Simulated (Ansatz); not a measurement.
# The perfect Mo wire along [100], 4 atoms a period, part 2 of 2

Aim: is the Mo wire along [100], 4 atoms a period a metal or a semiconductor?

Ansatz 0.2.0; DFT PBE, plane waves, PAW; relaxation of a wire's period; PAW set soft_1 (the session's first sound run).

So far: Starting point; Relaxation of atoms and period.

## Step 2: Relaxation of atoms and period (continued)

Step by step:

```csv
step,energy less that of the first step (eV),largest force component (eV/Å),pressure (GPa),volume (Å³)
1,0.0000,4.0760,-6.61,313.48
2,-1.7628,0.7694,0.28,309.30
3,-1.7410,0.3888,0.34,294.80
4,-1.8266,0.1826,-0.24,303.39
5,-1.8284,0.0147,0.03,303.23
6,-1.8285,0.0006,-0.03,303.54
7*,-1.8279,0.0009,-0.02,303.54
```

Relaxation steps marked * repeat the geometry before them on a plane-wave basis chosen anew for their cell, so energy and pressure can jump there. Relaxation step 3 was tried and not accepted.

Forces are held to the 16 operations that the run works with; a distortion that breaks them can't arise in this run.

```csv
cell as run,before,after,change
c (Å),3.160,3.060,-3.2 %
```

The atoms that moved most (Å, along periodic axes as changes of fractional coordinates times the final cell, across vacuum about the mean position):

```csv
atom,dx,dy,dz,length
Mo1,0.168,0.000,0.000,0.168
Mo3,0.000,0.168,0.000,0.168
Mo2,-0.168,0.000,0.000,0.168
Mo4,0.000,-0.168,0.000,0.168
```

Numbers from this step:

| Property | Result |
| --- | --- |
| energy at zero smearing | -19815.5444 eV |
| cell length along the wire | 3.060 Å |

The cell's length comes to 3.060 Å with spin left out.

## Step 3: The perfect wire

This step: DFT PBE, plane waves, PAW; bands of a perfect wire; PAW set soft_1 (Ansatz 0.2.0).

At the relaxed period the bands are computed along the axis; those that cross an energy going forward count the channels that a perfect wire would open there.

input.yaml

```yaml
crystal:
  lattice:
    - [9.96, 0.0, 0.0]
    - [0.0, 9.96, 0.0]
    - [0.0, 0.0, 3.0598500102]
  atoms:
    - { symbol: Mo, position: [0.358209448, 0.5, 0.0] }
    - { symbol: Mo, position: [0.641790552, 0.5, 0.0] }
    - { symbol: Mo, position: [0.5, 0.358209448, 0.5] }
    - { symbol: Mo, position: [0.5, 0.641790552, 0.5] }
kpoints:
  mp_grid: { grid: [1, 1, 27] }
  band_path: { path: ["Γ", Z], npoints: 90 }
scf:
  occupations: { method: fermi_dirac, width: 0.05 }
hamiltonian:
  xc: pbe
  pseudopotentials: { kind: paw, azcp: { folder: soft_1 } }
output:
  dos: { e_range: [-5, 4] }
  write_potential: true
  write_density: true
  volumetric_format: npy
```

On the command line:

```sh
> ansatz run input.yaml --threads 4 --pin off --max-ram 16384MiB --backend cpu --events-out ev --progress --plain --runs-dir out
```

Numbers of over 12 decimals in the logs are rounded to 6 here.

Output:

```text
[...]
Crystal: 4 atoms, lattice volume = 303.542 Å³
Basis set: ecut = 420 eV, 5975 PW (Γ)
Bands: 34, of which v1, the nominal top of the filled ones, is band 28 counted from 1 (27 counted from 0)
Symmetry: 16 space group operations
[...]
k-points: 14 of 27
[...]
SCF iter   1: F=—  HF=-19820.814188 eV  |F-HF|=—  |Δ(HF+E_count)|=         —  Δρ=4.73e-2  dr2=2.08e1  ethr=3.10e-3  ⟨swp⟩=7.8  Hψ=2127  notcnv=0
[...]
SCF iter   9: F=-19815.558767 eV  HF=-19815.558767 eV  |F-HF|=5.25e-8  |Δ(HF+E_count)|=   1.98e-6  Δρ=3.98e-6  dr2=4.53e-8  ethr=1.79e-10  ⟨swp⟩=4.4  Hψ=2025  notcnv=0
SCF 1 converged in 9 iterations: F = -19815.558767 eV  dr2 = 4.53e-8
[...]
NSCF: frozen V_eff on 91 k-points
WARN: The output density's exchange-correlation potential varies sharply where the density is thin. Do not read a vacuum level from v_tot or v_xc, or from such a field of the output density. On a cell that repeats whose density bears no net charge and no dipole along the vacuum's axis use v_es (v_loc + v_h of the components); under efield.dipole_correction with no amplitude use v_es + v_field, which holds any externa [...]
SCF converged after 9 iterations
Free energy (F): -19815.558767 eV
[...]
Internal energy: -19815.532350 eV  (E = F + TS)
E sigma→0 (E₀):  -19815.545559 eV
Entropy (-TS):   -0.026416 eV (-6.604 meV/atom)
Fermi energy:    1.853913 eV
[...]
--- Band table (eV; the first three rows and the last of 14) ---
  k-point 0: bands = [... 24 lower, 0.5274, 0.5274, 0.9500, 0.9500, 1.4224, 2.0245, 2.0245, 2.0775, ... 2 higher]
  k-point 1: bands = [... 24 lower, 0.3795, 0.5108, 1.1050, 1.1050, 1.4681, 2.0220, 2.0220, 2.0992, ... 2 higher]
  k-point 2: bands = [... 24 lower, 0.1335, 0.5311, 1.3628, 1.3628, 1.5955, 2.0169, 2.0169, 2.1637, ... 2 higher]
  k-point 13: bands = [... 24 lower, 0.9402, 0.9504, 2.0673, 2.0673, 2.0973, 2.1576, 3.1116, 3.1966, ... 2 higher]
```

Run time: 8.3 s. Hardware: 4 threads of Arm Neoverse V2, shared host; peak memory 0.76 GiB.

In the SCF lines HF is the Harris–Foulkes energy and dr2 the Hartree energy of the density residual, in eV; the loop may stop once dr2 is under the threshold and the program's other checks hold. Hψ counts applications of the Hamiltonian.

Numbers from this step:

| Property | Result |
| --- | --- |
| energy at zero smearing | -19815.5456 eV |
| band gap | 0 eV |

Electronic bands along the path, in eV, zero at the Fermi level:

```csv
point,band 27,band 28,band 29,band 30,band 31,band 32,band 33,band 34
Γ,-0.90,-0.90,-0.43,0.17,0.17,0.22,0.93,0.93
halfway,-0.69,-0.69,0.51,0.55,0.72,0.88,0.88,1.34
Z,0.23,0.23,0.27,0.27,1.35,1.35,1.35,1.35
```

Between Γ and Z the bands cross the Fermi level 3 times, so a perfect wire would conduct at least 3 G₀, with spin left out.

## Step 4: Results

| Item | Value |
| --- | --- |
| cell length, PBE | 3.060 Å |
| ballistic conductance by band crossings, a lower bound, PBE | 3 G₀ |

**Reading.** Under PBE the cell's length is 3.06 Å, and the bands cross the Fermi level 3 times between Γ and Z, which gives a perfect wire at least 3 G₀ (opposite crossings within one step of the path cancel in such a count). No spin was allowed, though thin wires with open d shells can turn magnetic.

[Logs are printed without paths, hosts, clocks, repeated set-up lines and the standing remarks that a program may print on its own settings, such as how far it seeks lower states.]

[Hosts, paths, dates, database ids (printed as entryN), source tags and the programs' standing remarks are cut or masked in the printed files.]
